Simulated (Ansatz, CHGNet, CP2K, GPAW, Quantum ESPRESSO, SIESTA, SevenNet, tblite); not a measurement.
## Finding the fault: CP2K, random packing of 35PbO-65B2O3 (mol %) (67 atoms)

Program: CP2K 2026.2, a calculation on a cell of 6 Pb, 39 O and 22 B, 12.3 Å³ an atom.

Contents of input.inp:

```
&GLOBAL
  PROJECT cell
  RUN_TYPE ENERGY_FORCE
  PRINT_LEVEL LOW
&END GLOBAL
&FORCE_EVAL
  METHOD QS
  STRESS_TENSOR ANALYTICAL
  &DFT
    BASIS_SET_FILE_NAME BASIS_MOLOPT
    POTENTIAL_FILE_NAME GTH_POTENTIALS
    &MGRID
      CUTOFF 600
      REL_CUTOFF 50
      NGRIDS 5
    &END MGRID
    &QS
      EPS_DEFAULT 1.0E-12
    &END QS
    &SCF
      SCF_GUESS ATOMIC
      EPS_SCF 1.0E-06
      MAX_SCF 25
      &OT
        MINIMIZER DIIS
        PRECONDITIONER FULL_SINGLE_INVERSE
        ENERGY_GAP 0.001
      &END OT
      &OUTER_SCF
        EPS_SCF 1.0E-06
        MAX_SCF 2
      &END OUTER_SCF
      &PRINT
        &RESTART OFF
        &END RESTART
      &END PRINT
    &END SCF
    &XC
      &XC_FUNCTIONAL PBE
      &END XC_FUNCTIONAL
    &END XC
    &PRINT
      &MULLIKEN ON
      &END MULLIKEN
      &LOWDIN ON
      &END LOWDIN
      &MO_CUBES
        NHOMO 1
        NLUMO 4
        WRITE_CUBE F
      &END MO_CUBES
    &END PRINT
  &END DFT
  &SUBSYS
    &CELL
      A 9.37580 0.00000 0.00000
      B 0.00000 9.37580 0.00000
      C 0.00000 0.00000 9.37580
    &END CELL
    &COORD
      SCALED
      Pb 0.68853 0.92898 0.74023
      Pb 0.42206 0.55431 0.58536
      Pb 0.88536 0.99197 0.18254
      Pb 0.54547 0.56541 0.84829
      Pb 0.07554 0.32815 0.70181
      Pb 0.42885 0.93201 0.96204
      O 0.44041 0.35784 0.37418
      O 0.60887 0.80454 0.05625
      O 0.06109 0.44222 0.47928
      O 0.03981 0.04077 0.39897
[... 53 atom lines left out ...]
      B 0.68834 0.23062 0.05264
      B 0.13964 0.99314 0.28870
      B 0.86868 0.05780 0.45433
      B 0.74629 0.71985 0.09442
    &END COORD
    &KIND Pb
      BASIS_SET DZVP-MOLOPT-SR-GTH-q4
      POTENTIAL GTH-PBE-q4
    &END KIND
    &KIND O
      BASIS_SET DZVP-MOLOPT-SR-GTH-q6
      POTENTIAL GTH-PBE-q6
    &END KIND
    &KIND B
      BASIS_SET DZVP-MOLOPT-SR-GTH-q3
      POTENTIAL GTH-PBE-q3
    &END KIND
  &END SUBSYS
  &PRINT
    &FORCES ON
    &END FORCES
    &STRESS_TENSOR ON
    &END STRESS_TENSOR
  &END PRINT
&END FORCE_EVAL
```

Started as:

```console
> OMP_NUM_THREADS=1 mpirun -np 4 cp2k.psmp -i input.inp > output.txt
```

Numbers of over 12 decimals in the logs are rounded to 6 here.

The program printed:

```text
CP2K| version string:                                       CP2K version 2026.2
 CP2K| Input file name                                                 input.inp
 GLOBAL| Basis set file name                                        BASIS_MOLOPT
 GLOBAL| Potential file name                                      GTH_POTENTIALS
 GLOBAL| Run type                                                   ENERGY_FORCE
 GLOBAL| Total number of message passing processes                             4
 GLOBAL| Number of threads for this process                                    1
 TOTAL NUMBERS AND MAXIMUM NUMBERS
  Total number of            - Atomic kinds:                                   3
                             - Atoms:                                         67
                             - Shell sets:                                    67
                             - Shells:                                       335
                             - Primitive Cartesian functions:                313
                             - Cartesian basis functions:                    938
[... lines left out ...]
 Number of electrons:                                                        324
[... lines left out ...]
  Step     Update method      Time    Convergence         Total energy    Change
[... lines left out ...]
  Total energy:                                              -704.306628
[... lines left out ...]
  Step     Update method      Time    Convergence         Total energy    Change
[... lines left out ...]
  Total energy:                                              -704.425879
  outer SCF iter =    2 RMS gradient =   0.18E-03 energy =       -704.4258793441
  ----------------------------------- OT ---------------------------------------
  Minimizer      : DIIS                : direct inversion
                                         in the iterative subspace
                                         using   7 DIIS vectors
                                         safer DIIS on
  Preconditioner : FULL_SINGLE_INVERSE : inversion of
                                         H + eS - 2*(Sc)(c^T*H*c+const)(Sc)^T
  Precond_solver : DEFAULT
  stepsize       :    0.08000000                  energy_gap     :    0.00100000
  eps_taylor     :   0.10000E-15                  max_taylor     :             4
  ----------------------------------- OT ---------------------------------------
  Step     Update method      Time    Convergence         Total energy    Change
[...]
14 OT SD       0.80E-01    2.2     0.00009356      -704.4322618187 -4.33E-04
[...]
23 OT DIIS     0.80E-01    2.2     0.00006169      -704.4339173538 -3.36E-04
    24 OT DIIS     0.80E-01    2.2     0.00007626      -704.4341389200 -2.22E-04
    25 OT SD       0.80E-01    2.2     0.00006552      -704.4341725095 -3.36E-05
  Leaving inner SCF loop after reaching    25 steps.
  Electronic density on regular grids:       -324.0000000000        0.0000000000
  Core density on regular grids:              323.9999999997       -0.0000000003
  Total charge density on r-space grids:       -0.0000000003
  Total charge density g-space grids:          -0.0000000003
  Overlap energy of the core charge distribution:               9.03286e-07
  Self energy of the core charge distribution:              -1796.685766
  Core Hamiltonian energy:                                    496.833782
  Hartree energy:                                             755.365833
  Exchange-correlation energy:                               -159.948023
  Total energy:                                              -704.434173
  outer SCF iter =    3 RMS gradient =   0.66E-04 energy =       -704.4341725095
  outer SCF loop FAILED to converge after    3 iterations or   75 steps
 *   ___                                                                       *
 *  /   \                                                                      *
 * [ABORT]                                                                     *
 *  \___/     SCF run NOT converged. To continue the calculation regardless,   *
 *    |             please set the keyword IGNORE_CONVERGENCE_FAILURE.         *
 *  O/|                                                                        *
 * /| |                                                                        *
```

Wall time 2.8 min (4 MPI ranks of Arm Neoverse V2, shared host); peak memory 2 GiB.

Banners, paths, timers and routine set-up lines are dropped from the logs unmarked, and long logs keep their key lines alone; longer cuts are marked.

Why should this run not be trusted?

Orbital transformation for a cell without a gap: solver OT.

The run ended unconverged.

[Also dropped from logs without a mark: logging warnings of Python, and SIESTA's first energy breakdown and zero terms.]

[Logs are printed without paths, hosts, clocks, repeated set-up lines and the standing remarks that a program may print on its own settings, such as how far it seeks lower states.]

[Hosts, paths, dates, database ids (printed as entryN), source tags and the programs' standing remarks are cut or masked in the printed files.]
